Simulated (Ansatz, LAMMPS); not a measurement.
# Relaxing a frame of liquid acetonitrile from 298 K (114 atoms)

Aim: bring a frame of liquid acetonitrile from 298 K (114 atoms) to a nearby minimum of the energy and see what moves.

Program: Ansatz 0.2.0. Level of theory: Kohn-Sham DFT, PBE+D4, PAW (set soft_2), plane waves. Results are calculated unless marked as measured.

## Step 1: The starting structure

The cell holds 114 atoms: 38 C, 19 N and 57 H. Cell: a = 11.832 Å, b = 11.832 Å, c = 11.832 Å, α = 90.0°, β = 90.0°, γ = 90.0°. 19 acetonitrile placed at random, at 0.782 g/cm³; overlaps pushed apart, then 10 ps at 398 K with MMFF94 bonds, angles, torsions, charges and radii (Halgren, J. Comput. Chem. 17, 490 (1996)) in harmonic and 12-6 forms. Snapshot after 20 ps at 298 K and fixed volume.

Limits known from the start: The network of contacts between molecules at the start is that of the classical potential that made the cell. Only the Γ point is sampled, in a cell whose shortest periodic width is 12 Å.

## Step 2: How the cell was made

A classical potential makes the cell, at a small fraction of what the same run would cost in DFT.

This step: classical MD, MMFF94 bonds, angles, torsions, charges and radii (Halgren, J. Comput. Chem. 17, 490 (1996)) in harmonic and 12-6 forms (LAMMPS 22 Jul 2025 - Update 4).

in.lmp reads:

```
# liquid acetonitrile
units real
atom_style full
boundary p p p
bond_style harmonic
angle_style harmonic
dihedral_style opls
improper_style harmonic
special_bonds lj 0 0 0.5 coul 0 0 0.75
read_data data.lmp
neigh_modify delay 0 every 1 check yes one 4000
comm_modify cutoff 12.0
timestep 0.5
thermo_style custom step time temp pe press density
thermo_modify norm yes
# push overlapping molecules apart
pair_style soft 2.6
pair_coeff * * 0.0
variable a equal ramp(1,60)
fix ad all adapt 1 pair soft a * * v_a
velocity all create 398 704968 mom yes dist gaussian
fix lim all nve/limit 0.03
fix lan all langevin 398 398 50 704969 zero yes
thermo 1000
run 3000 post no
unfix ad
pair_style lj/cut/coul/long 9.0
pair_modify mix arithmetic tail yes
pair_coeff 1 1 0.0678 3.3680   # C
pair_coeff 2 2 0.0678 3.5530   # C
pair_coeff 3 3 0.0721 3.3270   # N
pair_coeff 4 4 0.0216 2.5400   # H
kspace_style pppm 1.0e-4
thermo 100
# [... 16 lines left out ...]
compute msd all msd com yes
thermo 5000
fix md all nvt temp 298 298 100
run 20000 post no
print "== T298: mean square displacement over the hold $(c_msd[4]:%.2f) A^2"
unfix md
uncompute msd
write_dump all custom T298.dump id type xs ys zs modify sort id
```

Launch:

```sh
$ lmp -in in.lmp -log none -nocite
```

Numbers of over 12 decimals in the logs are rounded to 6 here.

The log of the run:

```text
LAMMPS (22 Jul 2025 - Update 4)
Reading data file ...
  orthogonal box = (0 0 0) to (11.83169 11.83169 11.83169)
  114 atoms
  orthogonal box = (0 0 0) to (11.83169 11.83169 11.83169)
  95 bonds
  133 angles
   Step          Time           Temp          PotEng         Press         Density
         0   0              398            0.10460528     3296.2642      0.78200083
      1000   500            349.7723       0.88694535     8093.7641      0.78200083
      2000   1000           451.39594      0.91292235     5713.3919      0.78200083
      3000   1500           373.67906      0.78362379     4838.8809      0.78200083
Loop time of 0.201475 s on 1 MPI rank(s) for 3000 steps with 114 atoms
PPPM initialization ...
  G vector (1/distance) = 0.28114086
  grid = 6 6 6
  estimated relative force accuracy = 3.2659558e-05
   Step          Time           Temp          PotEng         Press         Density
      3000   1500           373.67906      0.9007452      15233.435      0.78200083
      3100   1550           373.67906     -1.2901599      2784.309       0.78200083
      3200   1600           373.67906     -1.4184104      2136.1691      0.78200083
      3300   1650           373.67906     -1.4629213      1059.0538      0.78200083
Loop time of 0.404167 s on 1 MPI rank(s) for 300 steps with 114 atoms
Minimization stats:
  Stopping criterion = max iterations
  Energy initial, next-to-last, final =
     0.900745201737829  -1.46255954658189  -1.46292130088834
  Force two-norm initial, final = 425.76449 5.8323937
  Iterations, force evaluations = 300 599
   Step          Time           Temp          PotEng         Press         Density
         0   0              398           -1.4629213      1285.146       0.78200083
      1000   500            419.70656     -0.4080087      2188.8572      0.78200083
      2000   1000           374.68453     -0.36209328     4746.9692      0.78200083
Loop time of 0.990739 s on 1 MPI rank(s) for 2000 steps with 114 atoms
   Step          Time           Temp          PotEng         Press         Density
      2000   1000           374.68453     -0.36209328     4746.9692      0.78200083
[... 5 lines left out ...]
Loop time of 5.09874 s on 1 MPI rank(s) for 10000 steps with 114 atoms
   Step          Time           Temp          PotEng         Press         Density
[... 4 lines left out ...]
Loop time of 2.52777 s on 1 MPI rank(s) for 5000 steps with 114 atoms
   Step          Time           Temp          PotEng         Press         Density
[... 2 lines left out ...]
     25000   24000          299.74573     -0.59578567    -5670.4708      0.78200083
     30000   29000          301.50729     -0.67030258    -5398.903       0.78200083
     35000   34000          282.49902     -0.51713615     9840.0315      0.78200083
     37000   36000          310.11026     -0.73517147    -2548.3242      0.78200083
Loop time of 10.0207 s on 1 MPI rank(s) for 20000 steps with 114 atoms
== T298: mean square displacement over the hold 20.35 A^2
```

The job ended after 19 s (1 thread of Arm Neoverse N1, shared host; peak memory 0.12 GiB).

The input also reads data.lmp (atoms, bonds and types; not printed here).

## Step 3: Single point at the start

A single point comes first, to see the forces before anything moves.

input.yaml reads:

```yaml
crystal:
  lattice:
    - [11.83169, 0.0, 0.0]
    - [0.0, 11.83169, 0.0]
    - [0.0, 0.0, 11.83169]
  atoms:
    - { symbol: C, position: [0.69818, 0.46956, 0.14316] }
    - { symbol: C, position: [0.69827, 0.35033, 0.17308] }
    - { symbol: "N", position: [0.71458, 0.25314, 0.18973] }
    - { symbol: H, position: [0.61755, 0.4975, 0.0991] }
    - { symbol: H, position: [0.77017, 0.48913, 0.09461] }
    - { symbol: H, position: [0.70958, 0.5267, 0.2167] }
    - { symbol: C, position: [0.83513, 0.93612, 0.59591] }
    - { symbol: C, position: [0.94135, 0.88295, 0.63463] }
    - { symbol: "N", position: [0.02675, 0.83825, 0.6639] }
    - { symbol: H, position: [0.77212, 0.95705, 0.66656] }
    - { symbol: H, position: [0.78722, 0.88189, 0.54004] }
    - { symbol: H, position: [0.85594, 0.01475, 0.54514] }
    - { symbol: C, position: [0.93278, 0.86238, 0.14027] }
    - { symbol: C, position: [0.85601, 0.81326, 0.21926] }
    - { symbol: "N", position: [0.80348, 0.78177, 0.29485] }
    - { symbol: H, position: [0.97274, 0.94379, 0.18164] }
    - { symbol: H, position: [0.90022, 0.88264, 0.06063] }
    - { symbol: H, position: [0.00466, 0.80917, 0.12101] }
    - { symbol: C, position: [0.30225, 0.84932, 0.2908] }
    - { symbol: C, position: [0.32014, 0.95871, 0.24001] }
    - { symbol: "N", position: [0.33378, 0.05238, 0.21064] }
    - { symbol: H, position: [0.37558, 0.7948, 0.27541] }
    - { symbol: H, position: [0.22712, 0.81007, 0.25357] }
    - { symbol: H, position: [0.29429, 0.85796, 0.38094] }
    - { symbol: C, position: [0.66381, 0.72818, 0.92849] }
    - { symbol: C, position: [0.66892, 0.756, 0.81174] }
    - { symbol: "N", position: [0.68725, 0.77503, 0.71812] }
    - { symbol: H, position: [0.57755, 0.72803, 0.95821] }
    - { symbol: H, position: [0.70906, 0.79588, 0.97043] }
    - { symbol: H, position: [0.69648, 0.64872, 0.95297] }
    - { symbol: C, position: [0.96438, 0.52029, 0.75708] }
    - { symbol: C, position: [0.95178, 0.57542, 0.86474] }
    - { symbol: "N", position: [0.93493, 0.63719, 0.94151] }
    - { symbol: H, position: [0.9634, 0.58118, 0.69425] }
    - { symbol: H, position: [0.89906, 0.45808, 0.75568] }
    - { symbol: H, position: [0.04431, 0.47839, 0.7444] }
    - { symbol: C, position: [0.06199, 0.58371, 0.43855] }
    - { symbol: C, position: [0.18332, 0.59376, 0.42871] }
    - { symbol: "N", position: [0.28263, 0.61768, 0.41679] }
    - { symbol: H, position: [0.0386, 0.51465, 0.49769] }
    - { symbol: H, position: [0.01684, 0.56349, 0.36327] }
    - { symbol: H, position: [0.01455, 0.66068, 0.46627] }
    - { symbol: C, position: [0.15521, 0.83456, 0.91947] }
    - { symbol: C, position: [0.08641, 0.93733, 0.92353] }
    - { symbol: "N", position: [0.02932, 0.01665, 0.91755] }
    - { symbol: H, position: [0.24089, 0.85724, 0.90938] }
    - { symbol: H, position: [0.12752, 0.78029, 0.8475] }
    - { symbol: H, position: [0.14953, 0.78863, 0.99688] }
    - { symbol: C, position: [0.90347, 0.24181, 0.4114] }
    - { symbol: C, position: [0.9862, 0.15215, 0.42705] }
    - { symbol: "N", position: [0.04771, 0.0743, 0.42641] }
    - { symbol: H, position: [0.91265, 0.30421, 0.47651] }
    - { symbol: H, position: [0.81785, 0.2032, 0.41004] }
    - { symbol: H, position: [0.91178, 0.28138, 0.33078] }
    - { symbol: C, position: [0.10632, 0.21448, 0.12013] }
    - { symbol: C, position: [0.14019, 0.31126, 0.19123] }
    - { symbol: "N", position: [0.1602, 0.38916, 0.24806] }
    - { symbol: H, position: [0.07029, 0.24005, 0.0427] }
    - { symbol: H, position: [0.04423, 0.16245, 0.16802] }
    - { symbol: H, position: [0.17341, 0.16072, 0.0941] }
    - { symbol: C, position: [0.33374, 0.22784, 0.41485] }
    - { symbol: C, position: [0.36986, 0.12532, 0.4782] }
    - { symbol: "N", position: [0.40242, 0.04804, 0.52955] }
    - { symbol: H, position: [0.36225, 0.30362, 0.46129] }
    - { symbol: H, position: [0.24499, 0.22899, 0.38883] }
    - { symbol: H, position: [0.39123, 0.22758, 0.33989] }
    - { symbol: C, position: [0.37398, 0.8277, 0.63569] }
    - { symbol: C, position: [0.36837, 0.71768, 0.69792] }
    - { symbol: "N", position: [0.37534, 0.62981, 0.73925] }
    - { symbol: H, position: [0.29805, 0.88199, 0.6532] }
    - { symbol: H, position: [0.38935, 0.81638, 0.54421] }
    - { symbol: H, position: [0.44656, 0.87219, 0.66015] }
    - { symbol: C, position: [0.62946, 0.67566, 0.45487] }
    - { symbol: C, position: [0.71346, 0.58732, 0.45016] }
    - { symbol: "N", position: [0.77532, 0.50809, 0.44439] }
    - { symbol: H, position: [0.55673, 0.63771, 0.50406] }
    - { symbol: H, position: [0.5894, 0.67974, 0.37363] }
    - { symbol: H, position: [0.65744, 0.75784, 0.48227] }
    [... 30 atom lines left out ...]
    - { symbol: C, position: [0.29447, 0.51821, 0.99357] }
    - { symbol: C, position: [0.33822, 0.62832, 0.03585] }
    - { symbol: "N", position: [0.36729, 0.71891, 0.06288] }
    - { symbol: H, position: [0.20666, 0.52566, 0.97406] }
    - { symbol: H, position: [0.30126, 0.45796, 0.06332] }
    - { symbol: H, position: [0.33164, 0.48559, 0.91164] }
kpoints:
  mp_grid: { grid: [1, 1, 1] }
hamiltonian:
  xc: pbe
  dispersion: d4
scf:
  occupations: { method: fixed }
output:
  forces: true
  stress: true
  populations: intrinsic
  dos:
    method: { smearing: { sigma: 0.15 } }
    de: 0.1
    projected: { site_lists: { C: [C], H: [H], "N": ["N"] } }
  eigenvalues: true
```

Launch:

```sh
$ ansatz run input.yaml --threads 4 --pin off --max-ram 8192MiB --backend cpu --events-out ev --progress --plain --runs-dir out
```

The log of the run:

```text
Engine: ansatz 0.2.0, aarch64-unknown-linux-gnu
Pseudopotentials: kind: paw
Pseudopotential: C, paw, valence charge 4, recommended cutoff 420 eV (normal), C.paw.azcp
Pseudopotential: N, paw, valence charge 5, recommended cutoff 420 eV (normal), N.paw.azcp
Pseudopotential: H, paw, valence charge 1, recommended cutoff 420 eV (normal), H.paw.azcp
[... 5 lines on functional and potentials left out ...]
Crystal: 114 atoms, lattice volume = 1656.305 Å³
Basis set: ecut = 420 eV, 32423 PW (Γ), exchange–correlation on 160×160×160 points (8 copies of the dense FFT grid, shifted against one another)
Bands: 266, of which v1, the nominal top of the filled ones, is band 152 counted from 1 (151 counted from 0)
Symmetry: 1 space group operations
Space group: P1 (ITA 1), of the structure as read, at distance tolerance 1.2e-4 Å
k-points: 1
[... 7 lines on functional and potentials left out ...]
Initial density: superposition of atomic densities (neutral atoms: chi_scale 0, normalization atom), corrected by the library's trained network
Initial wavefunctions: pseudopotential atomic-orbital guess
Functional: x = pbe(κ = 0.804, μ = 0.219515), c = pbe(β = 0.066725)
SCF iter   1: F=—  HF=-17736.779858 eV  |F-HF|=—  |Δ(HF+E_count)|=         —  Δρ=3.25e-3  dr2=2.43e-1  ethr=1.77e-3  ⟨swp⟩=5.0  Hψ=915  notcnv=0  defer=105
preconditioner: auto → Resta (q_TF=auto, 2.057 Å⁻¹)  ε∞=2.3  [insulator: Δε(μ)=5.916 eV  Ē_g=14.138 eV  n_scr=250 (ndim 8)  ℏωp=15.9 eV  f_vac=0.277  ε∞_Penn≈2.3]
SCF iter   2: F=—  HF=-17736.818797 eV  |F-HF|=—  |Δ(HF+E_count)|=   3.89e-2  Δρ=1.99e-3  dr2=8.32e-2  ethr=8.00e-5  ⟨swp⟩=2.0  Hψ=455  notcnv=0  defer=112
SCF iter   3: F=—  HF=-17736.826220 eV  |F-HF|=—  |Δ(HF+E_count)|=   7.42e-3  Δρ=1.07e-3  dr2=3.26e-2  ethr=2.74e-5  ⟨swp⟩=3.0  Hψ=316  notcnv=0  defer=112
SCF iter   4: F=—  HF=-17736.826852 eV  |F-HF|=—  |Δ(HF+E_count)|=   6.32e-4  Δρ=2.87e-4  dr2=2.44e-3  ethr=1.07e-5  ⟨swp⟩=3.0  Hψ=311  notcnv=0  defer=112
SCF iter   5: F=—  HF=-17736.826337 eV  |F-HF|=—  |Δ(HF+E_count)|=   5.16e-4  Δρ=2.28e-4  dr2=1.11e-3  ethr=8.04e-7  ⟨swp⟩=3.0  Hψ=316  notcnv=0  defer=112
SCF iter   6: F=—  HF=-17736.826115 eV  |F-HF|=—  |Δ(HF+E_count)|=   2.22e-4  Δρ=9.61e-5  dr2=1.76e-4  ethr=3.66e-7  ⟨swp⟩=2.0  Hψ=315  notcnv=0  defer=112
SCF iter   7: F=—  HF=-17736.826113 eV  |F-HF|=—  |Δ(HF+E_count)|=   2.10e-6  Δρ=2.51e-5  dr2=1.25e-5  ethr=5.80e-8  ⟨swp⟩=2.0  Hψ=312  notcnv=0  defer=112
SCF iter   8: F=—  HF=-17736.826266 eV  |F-HF|=—  |Δ(HF+E_count)|=   1.53e-4  Δρ=1.88e-5  dr2=7.16e-6  ethr=4.10e-9  ⟨swp⟩=2.0  Hψ=458  notcnv=0  defer=112
SCF iter   9: F=—  HF=-17736.826264 eV  |F-HF|=—  |Δ(HF+E_count)|=   1.26e-6  Δρ=4.73e-6  dr2=4.01e-7  ethr=2.36e-9  ⟨swp⟩=2.0  Hψ=309  notcnv=0  defer=112
SCF iter  10: F=—  HF=-17736.826265 eV  |F-HF|=—  |Δ(HF+E_count)|=   1.25e-7  Δρ=2.44e-6  dr2=1.25e-7  ethr=3.29e-11  ⟨swp⟩=16.0  Hψ=2076  notcnv=0
SCF iter  11: F=-17736.826265 eV  HF=-17736.826265 eV  |F-HF|=2.44e-8  |Δ(HF+E_count)|=   1.99e-9  Δρ=1.31e-6  dr2=3.57e-8  ethr=3.29e-11  ⟨swp⟩=4.0  Hψ=708  notcnv=0
SCF 1 converged in 11 iterations: F = -17736.826265 eV  dr2 = 3.57e-8
  greatest PAW one-centre occupation: 0.845 electrons in one spin orbital (limit 2), on the N atom at site 80 (counted from 0), in its partial waves of l = 0
SCF converged after 11 iterations
Free energy (F): -17736.826265 eV
Harris-Foulkes:  -17736.826265 eV  (|F-HF|=2.44e-8)
Internal energy: -17736.826265 eV  (E = F + TS)
E sigma→0 (E₀):  -17736.826265 eV
Fermi energy:    -3.451118 eV
--- Per-component energies (eV) ---
  E_band       = -2665.294953
  E_kinetic    = 6585.901072
  E_local      = -19819.729304  (includes V_loc(G=0)·N_el)
  E_nonlocal   = 2050.150451
  E_hartree    = 6731.498868
  E_xc         = -3416.637637
  E_vxc        = -4280.619216  (∫ρ·V_xc dr)
  E_paw        = -6226.863768  (= ΣΔE_a)
  E_vpaw       = -663.919813  (= ΣTr[D̂ρ^β])
  E_aug_tail   = -0.075120  (compensation charges beyond the density's cutoff)
  E_ewald      = -3636.576009
  E_disp       = -4.494818  (pairwise vdW)
  E_smearing   = -0.000000  (= −TS)
  E_closure    = 0.000000  (closes the sum)
  Σ components = -17736.826265   (vs F -17736.826265, Δ=0.00e0)
--- Forces (eV/Å), atoms counted from 1 ---
  atom   1  C     -2.02183811     0.65878625     0.92709509
  atom   2  C      0.79593075    -1.62559404     0.11194571
  atom   3  N     -0.67095796     1.98324969    -0.14948482
  atom   4  H      0.99986703    -0.54692116     0.35805037
  atom   5  H      1.15702618     0.09014262    -1.32263816
  atom   6  H     -0.26704764    -0.53791711     0.12070721
  atom   7  C      0.02057707     1.37037586     0.50840672
  atom   8  C      1.46934153    -1.05849079     0.63170767
  atom   9  N     -2.57670037     1.36269510    -0.89209468
  atom  10  H      1.32351685    -0.24556080    -0.80908081
  atom  11  H      0.07577363    -0.56458210    -0.29363462
  atom  12  H     -0.10384347    -0.77942757     0.75225151
  atom  13  C      1.96898683     1.71849960     1.70043941
  atom  14  C      0.74723840     0.29407931    -0.28016410
[...]
atom 113  H      0.11559950    -0.25818314    -0.15913474
  atom 114  H      0.15230639     0.62962717     1.16738582
  max |Σ_I F_I| component: 1.27e-4 eV/Å
--- Stress (GPa, compression-positive) ---
       -0.688321       0.361158      -0.250924
        0.361158      -1.132136      -0.197112
       -0.250924      -0.197112       0.776039
  P = ⅓ Tr σ = -0.3481 GPa (-3.481 kbar)
--- Band table (eV) ---
  k-point 0: bands = ["-19.2515", "-18.9692", "-18.9529", "-18.8676", [... 250 levels ...], "7.7358", "7.7630", "7.7961", "7.8506", "7.8813", "7.9348", "7.9557", "8.0068", "8.0399", "8.0664", "8.1653", "8.1926"]
--- intrinsic populations: 114 sites ---
  site symbol       q [e]
     0      C      4.5845
     1      C      3.8207
     2      N      5.2930
[...]
113      H      0.7606
  spilling = 0.000000 (of n_electrons = 304.000000)
```

Wall time 31 s (4 threads of Arm Neoverse N1, shared host); peak memory 1.6 GiB; 2 min of CPU time.

Numbers from this run:

* free energy: -17736.8263 eV
* free energy per atom: -155.5862 eV/atom
* SCF cycles: 11
* pressure: -0.3481 GPa
* r.m.s. force component: 1.004 eV/Å
* longest force: 6.552 eV/Å
* Fermi energy: -3.451 eV
* gap (highest filled to lowest empty level): 5.75 eV

The r.m.s. force component of 1.0 eV/Å and the pressure of -0.35 GPa set the starting point.

Neighbours are counted within 1.34 Å (H-C), 1.85 Å (C-C), 1.62 Å (C-N).

Length of the force by element and coordination:

```tsv
element	coordination	atoms	mean length of the force (eV/Å)	spread	least	most
C	all	38	1.91	1.13	0.687	6.55
C	2	19	2.06	1.49	0.687	6.55
C	4	19	1.77	0.516	0.802	3.12
H	all	57	0.969	0.523	0.160	2.47
N	all	19	1.63	1.42	0.199	5.08
```

(Continued in part 2 of 3.)

[Logs are printed without paths, hosts, clocks, repeated set-up lines and the standing remarks that a program may print on its own settings, such as how far it seeks lower states.]

[Hosts, paths, dates, database ids (printed as entryN), source tags and the programs' standing remarks are cut or masked in the printed files.]

[The MMFF94 radii named for the starting cell were scaled by 0.96; in molecules described by MMFF94, hydrogen bound to N, O or S took a small fixed 12-6 site in their place.]
